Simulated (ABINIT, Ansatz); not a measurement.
# Excitons of CdF2 (Fm-3m) on ever denser meshes, part 2 of 3

Wanted: excitons and ε₂ of CdF2 (Fm-3m), with cost.

ABINIT 10.8.3 and Ansatz 0.2.0; PBE and many-body steps on it, plane waves. Known limits of the many-body steps: not at the basis limit; d shell near the gap, gap tends to lie low; no spin-orbit coupling; coarse k mesh; bindings not settled in the k mesh.

So far. Step 5 (Excitons): The lowest state lies at 4.652 eV, 1.147 eV under the direct gap. Step 6 (Triplet (no exchange term)): The lowest triplet lies at 4.645 eV; without spin-orbit coupling triplets are dark, so no spectrum is read.

## (7) Beyond Tamm-Dancoff

Level of this step: Bethe-Salpeter equation on PBE with a scissors shift, plane waves, norm-conserving pseudopotentials (ABINIT).

run.abi reads:

```
acell 3*1.0 Angstrom
rprim 
  0.000000000000 2.694000000000 2.694000000000
  2.694000000000 0.000000000000 2.694000000000
  2.694000000000 2.694000000000 -0.000000000000
ntypat 2
znucl 48 9
natom 3
typat 1 2 2
xred 
  0.000000000000 0.000000000000 0.000000000000
  0.250000000000 0.250000000000 0.250000000000
  0.750000000000 0.750000000000 0.750000000000
pp_dirpath "pseudos"
pseudos "Cd.upf, F.upf"
ecut 47
ngkpt 4 4 4
nshiftk 1
shiftk 0 0 0
kptopt 1
chksymbreak 0
istwfk *1
occopt 1
irdwfk 1
optdriver 99
bs_calctype 1
mbpt_sciss 2.180 eV
bs_loband 12
nband 19
bs_exchange_term 1
bs_coulomb_term 11
bs_coupling 1
bs_algorithm 1
bs_freq_mesh 0 10 0.1 eV
zcut 0.15 eV
ecuteps 4
ecutwfn 23.5
inclvkb 2
irdscr 1
indata_prefix "in"
outdata_prefix "out"
tmpdata_prefix "tmp"
```

Command:

```console
OMP_NUM_THREADS=1 mpirun -n 8 abinit run.abi > log
```

Numbers of over 12 decimals in the logs are rounded to 6 here.

Log:

```text
.Version 10.8.3 of ABINIT. v10.8.2 released Aug 2026.

 Symmetries : space group Fm -3 m (#225); Bravais cF (face-center cubic)
[... echo of the input left out ...]
== DATASET  1 ==================================================================
-   mpi_nproc: 8, omp_nthreads: 1 (-1 if OMP is not activated)

--- !DatasetInfo
iteration_state: {dtset: 1, }
dimensions: {natom: 3, nkpt: 8, mband: 19, nsppol: 1, nspinor: 1, nspden: 1, mpw: 1459, }
cutoff_energies: {ecut:  23.5, pawecutdg:  -1.0, }
electrons: {nelect:   3.40000000E+01, charge:   0.00000000E+00, occopt:   1.00000000E+00, tsmear:   1.00000000E-02, }

 Exciton: Calculation of dielectric properties by solving the Bethe-Salpeter equation
 in frequency domain and reciprocal space on a transitions basis set.
 Based on a program developed by L. Reining, V. Olevano, F. Sottile,
 S. Albrecht, and G. Onida. Incorporated in ABINIT by M. Giantomassi.

.Using double precision arithmetic ; gwpc =  8

[... cell and pseudopotentials left out ...]
--------------------------------------------------------------------------------

 ==== K-mesh for the wavefunctions ====
 Number of points in the irreducible wedge :     8
[... list of points left out ...]
 Together with 48 symmetry operations and time-reversal symmetry
 yields    64 points in the full Brillouin Zone.

 ==== Q-mesh for the screening function ====
 Number of points in the irreducible wedge :     8
[... list of points left out ...]
 Together with 48 symmetry operations and time-reversal symmetry
 yields    64 points in the full Brillouin Zone.

 vcoul_init : cutoff-mode = AUXILIARY_FUNCTION
 q-points for optical limit:   1
     1)      0.000010    0.000020    0.000030
 setmesh: FFT mesh size selected  =    24x   24x   24
[...]
q = (  0.000000  0.935591  0.000000) [r.l.u.]
 q = (  0.000000  0.000000  0.935591) [r.l.u.]
 q = (  0.000000  0.810245  0.810245) [r.l.u.]
 q = (  0.810245  0.000000  0.810245) [r.l.u.]
 q = (  0.810245  0.810245  0.000000) [r.l.u.]
 Number of electrons calculated from density =   33.9745; Expected =   34.0000
 average of density, n =  0.128746
 r_s =    1.2285
 omega_plasma =   34.6117 [eV]

. Writing resonant excitonic Hamiltonian on file out_BSR; file size=   0.00 [Gb].
. Writing coupling excitonic Hamiltonian on file out_BSC; file size=   0.00 [Gb].
. Direct diagonalization of the full excitonic Hamiltonian, Matrix size= 1536
. Using LAPACK sequential version to solve FHv = ev with H positive definite.
 First excitonic eigenvalue:    4.66 [eV].
 Last  excitonic eigenvalue:   16.13 [eV].

 GW  direct gap       5.80  0.00 [eV]
 EXC direct gap       4.66  0.00 [eV]
 EXC binding energy   1.14  0.00 [eV]

 Excitonic eigenvalues up to the GW energy gap [eV]
769 (  4.66  0.00)
770 (  4.66  0.00)
771 (  4.66  0.00)
772 (  5.14  0.00)
773 (  5.15  0.00)
774 (  5.15  0.00)

 Macroscopic dielectric function:
 omega [eV] <KS_RPA_nlf>  <GW_RPA_nlf>  <BSE>
   0.0000   1.9530   0.0000   1.7345   0.0000   1.9201  -0.0000
   0.1000   1.9532   0.0006   1.7345   0.0003   1.9203   0.0005
   0.2000   1.9538   0.0013   1.7348   0.0005   1.9208   0.0011
[...]
0.8000   1.9667   0.0053   1.7398   0.0020   1.9319   0.0045
   0.9000   1.9705   0.0060   1.7413   0.0023   1.9351   0.0051

 Writing KS-RPA macroscopic dielectric function without local fields to file: out_RPA_NLF_MDF
 Writing GW-RPA macroscopic dielectric function without local fields to file: out_GW_NLF_MDF
 Writing EXC Macroscopic dielectric function to file: out_EXC_MDF

== END DATASET(S) ==============================================================
================================================================================

 -outvars: echo values of variables after computation  --------
           etotal      0.0000000000E+00
            nband          19
             nkpt           8
          spgroup         225
 [... the other variables as echoed above ...]

 Calculation completed.
```

Wall time 30 s (8 MPI ranks of AMD EPYC 7R43, shared host); peak memory 0.79 GiB.

Numbers from this step:

```yaml
direct_gap_of_the_transition_levels: 5.800 eV
transitions_in_the_window: 768
lowest_state: 4.66 eV
binding_of_the_lowest_state_below_the_direct_gap: 1.140 eV
coulomb_term_of_one_mesh_cell: 1.093 eV
```

The binding is 1.0 times the screened Coulomb term of one mesh cell (1.09 eV), so it is not shown settled.

The lowest state lies at 4.660 eV, 1.140 eV under the direct gap.

Mean over the three Cartesian directions of q; broadening 0.15 eV; transition window only. Limits: finite bands, cutoff and mesh; d shell near the gap, gap tends to lie low; no spin-orbit coupling; coarse k mesh; exciton not shown settled in the k mesh. The ε₂ by photon energy; read off at these points:

| photon energy (eV) | BSE | no electron-hole interaction | Kohn-Sham, no shift |
| --- | --- | --- | --- |
| 0.00 | 0 | 0 | 0 |
| 0.30 | 0.00163 | 8.0e-4 | 0.0019 |
| 0.50 | 0.00277 | 0.0013 | 0.0032 |
| 0.80 | 0.0045 | 0.002 | 0.0053 |
| 1.10 | 0.0064 | 0.0029 | 0.0076 |
| 1.40 | 0.0085 | 0.0037 | 0.0102 |
| 1.60 | 0.0101 | 0.0043 | 0.0122 |
| 1.90 | 0.0127 | 0.0053 | 0.0158 |
| 2.20 | 0.0159 | 0.0064 | 0.0206 |
| 2.40 | 0.0184 | 0.0072 | 0.0247 |
| 2.70 | 0.0231 | 0.0085 | 0.0333 |
| 3.00 | 0.0293 | 0.0101 | 0.0476 |
| 3.20 | 0.0348 | 0.0113 | 0.064 |
| 3.50 | 0.0461 | 0.0134 | 0.118 |
| 3.80 | 0.0641 | 0.016 | 0.338 |
| 4.10 | 0.0965 | 0.0194 | 1.51 |
| 4.30 | 0.136 | 0.0223 | 0.583 |
| 4.60 | 0.280 | 0.028 | 0.227 |
| 4.90 | 0.970 | 0.0366 | 0.251 |
| 5.10 | 3.13 | 0.0454 | 0.404 |
| 5.40 | 0.985 | 0.0684 | 1.62 |
| 5.70 | 0.472 | 0.126 | 2.45 |
| 5.90 | 0.578 | 0.240 | 0.962 |
| 6.20 | 2.07 | 1.21 | 1.29 |
| 6.40 | 4.04 | 0.934 | 1.94 |
| 6.50 | 2.48 | 0.526 | 1.18 |
| 6.80 | 1.29 | 0.224 | 0.618 |
| 7.00 | 0.860 | 0.228 | 1.22 |
| 7.30 | 2.05 | 0.434 | 1.23 |
| 7.60 | 0.629 | 1.75 | 1.16 |
| 7.80 | 0.494 | 2.78 | 1.000 |
| 8.10 | 1.29 | 0.911 | 0.719 |
| 8.40 | 0.732 | 1.42 | 2.08 |
| 8.60 | 0.674 | 1.79 | 1.53 |
| 8.90 | 0.834 | 0.605 | 0.808 |
| 9.20 | 1.27 | 1.35 | 0.821 |
| 9.40 | 2.02 | 1.79 | 1.22 |
| 9.50 | 1.68 | 1.13 | 1.92 |
| 9.70 | 0.864 | 0.916 | 3.59 |
| 10.00 | 0.581 | 0.948 | 1.50 |

## (8) Dielectric constant by perturbation theory

This step: Ansatz 0.2.0; DFT, PBE, linear response to an electric field, plane waves, PAW.

The response to a uniform field gives ε∞, a yardstick for the screening that GW builds on its mesh.

input.yaml reads:

```yaml
crystal:
  lattice:
    - [0.0, 2.694, 2.694]
    - [2.694, 0.0, 2.694]
    - [2.694, 2.694, 0.0]
  atoms:
    - { symbol: Cd, position: [0.0, 0.0, 0.0] }
    - { symbol: F, position: [0.25, 0.25, 0.25] }
    - { symbol: F, position: [0.75, 0.75, 0.75] }
kpoints:
  mp_grid: { grid: [8, 8, 8] }
hamiltonian:
  xc: pbe
scf:
  occupations: { method: fixed }
dielectric: {}
```

Command:

```console
ansatz run input.yaml --threads 8 --pin off --max-ram 14745MiB --backend cpu --events-out ev --progress --plain --runs-dir out
```

Log:

```text
Engine: ansatz 0.2.0, x86_64-unknown-linux-gnu
Pseudopotentials: kind: paw
Pseudopotential: Cd, paw, valence charge 20, recommended cutoff 420 eV (normal), Cd.paw.azcp
Pseudopotential: F, paw, valence charge 7, recommended cutoff 420 eV (normal), F.paw.azcp
Functional definition: PBE
  parameter kappa = 0.804
  parameter beta = 0.066725
  exchange = pbe_x(kappa = kappa, mu = beta*pi^2/3)
  correlation = pbe_c(beta = beta)
[...]
0.00000    2.46869    0.00000
         0.00000   -0.00000    2.46869
    site 1:
        -1.23435    0.00000    0.00000
        -0.00000   -1.23435   -0.00000
         0.00000    0.00000   -1.23435
    site 2:
        -1.23435    0.00000    0.00000
        -0.00000   -1.23435   -0.00000
         0.00000    0.00000   -1.23435
  Z* charge neutrality: 5.801e-5 e pre-enforcement
  k-mesh period / interband length: 30.5 Å / 1.33 Å = 22.85 at k = (0.0000, 0.0000, 0.0000), direct gap 3.598 eV — 14 or more, which is no proof of convergence
[key lines of the parts left out:]
SCF converged after 7 iterations
Free energy (F): -9872.135515 eV
Fermi energy:    6.443710 eV
```

Wall time 2.3 s (8 threads); peak memory 0.5 GiB; 15 s of CPU time.

The field response gives a mean ε∞ of 2.85, which the model screening below takes as its input.

## (9) Model screening

This step: ABINIT 10.8.3; Bethe-Salpeter equation on PBE with a scissors shift, plane waves, norm-conserving pseudopotentials.

Changes to run.abi since step 7:

```diff
@@ -27,9 +27,9 @@
 mbpt_sciss 2.180 eV
-bs_loband 12
+bs_loband 8
 nband 19
 bs_exchange_term 1
-bs_coulomb_term 11
-bs_coupling 1
-bs_algorithm 1
-bs_freq_mesh 0 10 0.1 eV
+bs_coulomb_term 21
+bs_coupling 0
+bs_algorithm 2
+bs_freq_mesh 0 12 0.1 eV
 zcut 0.15 eV
@@ -38,3 +38,6 @@
 inclvkb 2
-irdscr 1
+mdf_epsinf 2.85
+irdden 1
+bs_haydock_niter 300
+bs_haydock_tol -0.02 0
 indata_prefix "in"
```

Command:

```console
OMP_NUM_THREADS=1 mpirun -n 8 abinit run.abi > log
```

Log:

```text
.Version 10.8.3 of ABINIT. v10.8.2 released Aug 2026.

 Symmetries : space group Fm -3 m (#225); Bravais cF (face-center cubic)
[... echo of the input left out ...]
== DATASET  1 ==================================================================
-   mpi_nproc: 8, omp_nthreads: 1 (-1 if OMP is not activated)

--- !DatasetInfo
iteration_state: {dtset: 1, }
dimensions: {natom: 3, nkpt: 8, mband: 19, nsppol: 1, nspinor: 1, nspden: 1, mpw: 1459, }
cutoff_energies: {ecut:  23.5, pawecutdg:  -1.0, }
[...]
0.1000   1.9976   0.0006   1.7729   0.0003   1.9643   0.0005
   0.2000   1.9983   0.0013   1.7732   0.0005   1.9649   0.0011
[...]
0.8000   2.0113   0.0053   1.7783   0.0021   1.9760   0.0045
   0.9000   2.0151   0.0061   1.7798   0.0023   1.9792   0.0051

== END DATASET(S) ==============================================================
================================================================================

 -outvars: echo values of variables after computation  --------
           etotal      0.0000000000E+00
            nband          19
             nkpt           8
          spgroup         225
 [... the other variables as echoed above ...]

 Calculation completed.
```

It took 20 s on 8 MPI ranks; peak memory 0.81 GiB; 2.6 min of CPU time.

This step gave:

* direct gap of the transition levels: 5.800 eV
* transitions in the window: 1280
* Coulomb term of one mesh cell: 1.058 eV

Mean over the three Cartesian directions of q; broadening 0.15 eV; transition window only. Limits: finite bands, cutoff and mesh; d shell near the gap, gap tends to lie low; no spin-orbit coupling; coarse k mesh; exciton not shown settled in the k mesh. The ε₂ by photon energy; read off at these points:

| photon energy (eV) | BSE | no electron-hole interaction | Kohn-Sham, no shift |
| --- | --- | --- | --- |
| 0.00 | 0 | 0 | 0 |
| 0.30 | 0.00163 | 8.0e-4 | 0.0019 |
| 0.60 | 0.00333 | 0.0015 | 0.0039 |
| 1.00 | 0.00577 | 0.0026 | 0.0069 |
| 1.30 | 0.00777 | 0.0035 | 0.0094 |
| 1.60 | 0.0100 | 0.0044 | 0.0123 |
| 1.90 | 0.0127 | 0.0054 | 0.016 |
| 2.30 | 0.017 | 0.0069 | 0.0227 |
| 2.60 | 0.0212 | 0.0082 | 0.0302 |
| 2.90 | 0.0267 | 0.0097 | 0.0421 |
| 3.20 | 0.0342 | 0.0115 | 0.0642 |
| 3.50 | 0.045 | 0.0136 | 0.118 |
| 3.90 | 0.07 | 0.0172 | 0.584 |
| 4.20 | 0.108 | 0.021 | 1.05 |
| 4.50 | 0.195 | 0.0261 | 0.270 |
| 4.80 | 0.501 | 0.0336 | 0.223 |
| 5.10 | 2.65 | 0.0457 | 0.405 |
| 5.20 | 3.36 | 0.0516 | 0.593 |
| 5.50 | 0.750 | 0.0817 | 2.12 |
| 5.80 | 0.482 | 0.168 | 1.47 |
| 6.10 | 1.02 | 0.661 | 0.905 |
| 6.40 | 4.29 | 0.934 | 1.94 |
| 6.80 | 1.39 | 0.225 | 0.619 |
| 7.10 | 0.945 | 0.261 | 1.97 |
| 7.30 | 1.98 | 0.434 | 1.23 |
| 7.40 | 1.94 | 0.650 | 0.883 |
| 7.70 | 0.556 | 2.22 | 1.28 |
| 8.00 | 0.802 | 1.33 | 0.657 |
| 8.40 | 0.804 | 1.42 | 2.09 |
| 8.70 | 0.811 | 1.07 | 0.986 |
| 9.00 | 0.872 | 0.638 | 1.01 |
| 9.30 | 1.76 | 2.07 | 0.927 |
| 9.40 | 2.13 | 1.79 | 1.28 |
| 9.60 | 1.38 | 0.859 | 3.00 |
| 10.00 | 0.589 | 0.95 | 1.55 |
| 10.30 | 0.927 | 0.758 | 2.02 |
| 10.60 | 2.51 | 2.11 | 1.18 |
| 10.70 | 2.97 | 2.02 | 1.36 |
| 10.90 | 2.21 | 0.921 | 1.76 |
| 11.30 | 1.40 | 0.940 | 1.03 |
| 11.60 | 0.812 | 1.39 | 0.508 |
| 11.90 | 0.986 | 3.62 | 1.06 |

## (10) Empty states on the mesh, 6×6×6 mesh, 32 bands

This step: DFT, PBE, plane waves, norm-conserving pseudopotentials.

run.abi reads:

```
acell 3*1.0 Angstrom
rprim 
  0.000000000000 2.694000000000 2.694000000000
  2.694000000000 0.000000000000 2.694000000000
  2.694000000000 2.694000000000 -0.000000000000
ntypat 2
znucl 48 9
natom 3
typat 1 2 2
xred 
  0.000000000000 0.000000000000 0.000000000000
  0.250000000000 0.250000000000 0.250000000000
  0.750000000000 0.750000000000 0.750000000000
pp_dirpath "pseudos"
pseudos "Cd.upf, F.upf"
ecut 47
ngkpt 6 6 6
nshiftk 1
shiftk 0.11 0.21 0.31
kptopt 3
chksymbreak 0
iscf -2
irdden 1
istwfk *1
nband 32
nbdbuf 4
tolwfr 1e-09
nstep 60
prtvol 0
indata_prefix "in"
outdata_prefix "out"
tmpdata_prefix "tmp"
```

Log:

```text
.Version 10.8.3 of ABINIT. v10.8.2 released Aug 2026.

 Symmetries : space group Fm -3 m (#225); Bravais cF (face-center cubic)
[... echo of the input left out ...]
== DATASET  1 ==================================================================
-   mpi_nproc: 8, omp_nthreads: 1 (-1 if OMP is not activated)

--- !DatasetInfo
iteration_state: {dtset: 1, }
dimensions: {natom: 3, nkpt: 216, mband: 32, nsppol: 1, nspinor: 1, nspden: 1, mpw: 4083, }
cutoff_energies: {ecut:  47.0, pawecutdg:  -1.0, }
[...]
0.09707    0.23289    0.57946    0.58439    0.58451    0.77115    0.84383    0.84761
   0.97439    0.97640    0.97710    0.99101    0.99173    0.99724    1.32816    1.37008
 prteigrs : prtvol=0 or 1, do not print more k-points.

== END DATASET(S) ==============================================================
================================================================================

 -outvars: echo values of variables after computation  --------
            nband          32
             nkpt         216
          spgroup         225
 [... the other variables as echoed above ...]

 Calculation completed.
```

Elapsed: 62 s, on 8 MPI ranks; peak memory 1 GiB.

Numbers from this step:

```
gap                                                           : 3.212 eV
k of the valence top                                          : -0.4817, 0.2017, -0.2817
k of the conduction bottom                                    : 0.0183, 0.035, 0.0517
least direct gap                                              : 3.696 eV
k points computed                                             : 216
lowest point of the top converged band, above the valence top : 23.55 eV
```

On this mesh the gap is 3.212 eV.

## (11) Denser, shifted k mesh (6×6×6)

This step: Bethe-Salpeter equation on PBE with a scissors shift, plane waves, norm-conserving pseudopotentials.

Changes to run.abi since step 10:

```diff
@@ -21,10 +21,23 @@
 chksymbreak 0
-iscf -2
+istwfk *1
+occopt 1
+irdwfk 1
+optdriver 99
+bs_calctype 1
+mbpt_sciss 2.180 eV
+bs_loband 8
+nband 19
+bs_exchange_term 1
+bs_coulomb_term 21
+bs_coupling 0
+bs_algorithm 2
+bs_freq_mesh 0 12 0.1 eV
+zcut 0.15 eV
+ecuteps 3
+ecutwfn 23.5
+inclvkb 2
+mdf_epsinf 2.85
 irdden 1
-istwfk *1
-nband 32
-nbdbuf 4
-tolwfr 1e-09
-nstep 60
-prtvol 0
+bs_haydock_niter 300
+bs_haydock_tol -0.02 0
 indata_prefix "in"
```

Log:

```text
.Version 10.8.3 of ABINIT. v10.8.2 released Aug 2026.

 Symmetries : space group Fm -3 m (#225); Bravais cF (face-center cubic)
[... echo of the input left out ...]
== DATASET  1 ==================================================================
-   mpi_nproc: 8, omp_nthreads: 1 (-1 if OMP is not activated)

--- !DatasetInfo
iteration_state: {dtset: 1, }
dimensions: {natom: 3, nkpt: 216, mband: 19, nsppol: 1, nspinor: 1, nspden: 1, mpw: 1447, }
cutoff_energies: {ecut:  23.5, pawecutdg:  -1.0, }
[...]
0.1000   1.9994   0.0006   1.7776   0.0002   1.9976   0.0006
   0.2000   2.0000   0.0012   1.7779   0.0005   1.9982   0.0011
[...]
0.8000   2.0123   0.0050   1.7829   0.0020   2.0097   0.0047
   0.9000   2.0159   0.0057   1.7843   0.0023   2.0130   0.0053

== END DATASET(S) ==============================================================
================================================================================

 -outvars: echo values of variables after computation  --------
           etotal      0.0000000000E+00
            nband          19
             nkpt         216
          spgroup         225
 [... the other variables as echoed above ...]

 Calculation completed.
```

Run time: 3.4 min. Hardware: 8 MPI ranks; peak memory 5 GiB.

This step gave:

```
direct gap of the transition levels : 5.876 eV
transitions in the window           : 4320
Coulomb term of one mesh cell       : 0.7052 eV
```

Mean over the three Cartesian directions of q; broadening 0.15 eV; transition window only. Limits: finite bands, cutoff and mesh; d shell near the gap, gap tends to lie low; no spin-orbit coupling; exciton not shown settled in the k mesh. ε₂ against photon energy; read off at these points:

| photon energy (eV) | BSE | no electron-hole interaction | Kohn-Sham, no shift |
| --- | --- | --- | --- |
| 0.000 | 0 | 0 | 0 |
| 0.250 | 0.0014 | 6.0e-4 | 0.0015 |
| 0.500 | 0.0029 | 0.00127 | 0.0031 |
| 0.750 | 0.00438 | 0.0019 | 0.00468 |
| 1.000 | 0.00593 | 0.0026 | 0.0064 |
| 1.250 | 0.00765 | 0.00325 | 0.00833 |
| 1.500 | 0.0095 | 0.004 | 0.0105 |
| 1.750 | 0.0116 | 0.00475 | 0.0129 |
| 2.000 | 0.0140 | 0.0056 | 0.0158 |
| 2.250 | 0.0167 | 0.00648 | 0.0194 |
| 2.500 | 0.0199 | 0.00747 | 0.0239 |
| 2.750 | 0.0239 | 0.00855 | 0.0299 |
| 3.000 | 0.0287 | 0.0098 | 0.0385 |
| 3.250 | 0.0349 | 0.0112 | 0.0524 |
| 3.500 | 0.0431 | 0.0129 | 0.0799 |
| 3.750 | 0.0544 | 0.0148 | 0.140 |
| 4.000 | 0.0705 | 0.0171 | 0.287 |
| 4.250 | 0.0962 | 0.0199 | 0.704 |
| 4.500 | 0.140 | 0.0235 | 0.659 |
| 4.750 | 0.231 | 0.0282 | 0.929 |
| 5.000 | 0.466 | 0.0345 | 1.04 |
| 5.250 | 1.36 | 0.0441 | 1.05 |
| 5.500 | 3.95 | 0.06 | 1.10 |
| 5.750 | 2.06 | 0.0974 | 1.29 |
| 6.000 | 1.84 | 0.159 | 1.39 |
| 6.250 | 1.87 | 0.421 | 1.33 |
| 6.500 | 1.55 | 0.700 | 1.22 |
| 6.750 | 1.41 | 0.700 | 1.19 |
| 7.000 | 1.33 | 1.05 | 1.41 |
| 7.250 | 1.23 | 1.05 | 1.25 |
| 7.500 | 1.09 | 1.03 | 1.30 |
| 7.750 | 1.15 | 1.13 | 1.22 |
| 8.000 | 1.25 | 1.31 | 1.19 |
| 8.250 | 1.36 | 1.37 | 1.15 |
| 8.500 | 1.26 | 1.33 | 1.09 |
| 8.750 | 1.19 | 1.17 | 1.16 |
| 9.000 | 1.27 | 1.24 | 1.37 |
| 9.200 | 1.45 | 1.42 | 1.33 |
| 9.250 | 1.43 | 1.39 | 1.30 |
| 9.500 | 1.35 | 1.25 | 1.33 |
| 9.750 | 1.12 | 1.27 | 1.48 |
| 10.000 | 0.95 | 1.22 | 2.00 |
| 10.250 | 0.855 | 1.20 | 2.68 |
| 10.300 | 0.834 | 1.20 | 2.73 |
| 10.500 | 0.881 | 1.11 | 2.32 |
| 10.750 | 1.73 | 1.10 | 1.79 |
| 10.900 | 2.77 | 1.14 | 1.54 |
| 11.000 | 2.32 | 1.21 | 1.40 |
| 11.250 | 1.59 | 1.39 | 1.03 |
| 11.500 | 0.944 | 1.27 | 0.952 |
| 11.750 | 0.665 | 1.37 | 1.07 |

(Part 2 of 3 ends here.)

[Paths, hosts, dates, memory and timing lines, banners, echoed tables and standing remarks are left out of the program output.]

[Logs are printed without paths, hosts, clocks, repeated set-up lines and the standing remarks that a program may print on its own settings, such as how far it seeks lower states.]

[Runs of the session that timed out or met a known fault of the program may be left out.]

[Hosts, paths, dates, database ids (printed as entryN), source tags and the programs' standing remarks are cut or masked in the printed files.]

[G0W0 gaps are taken among the corrected bands and points alone; a level outside them can change the order at an edge.]

[Where Ansatz stands beside ABINIT at settings called matched, ABINIT's density can come from a denser mesh and the files from another edition; pairs whose starting gaps differed by over 0.03 eV were left out, so agreement reads better than it is.]
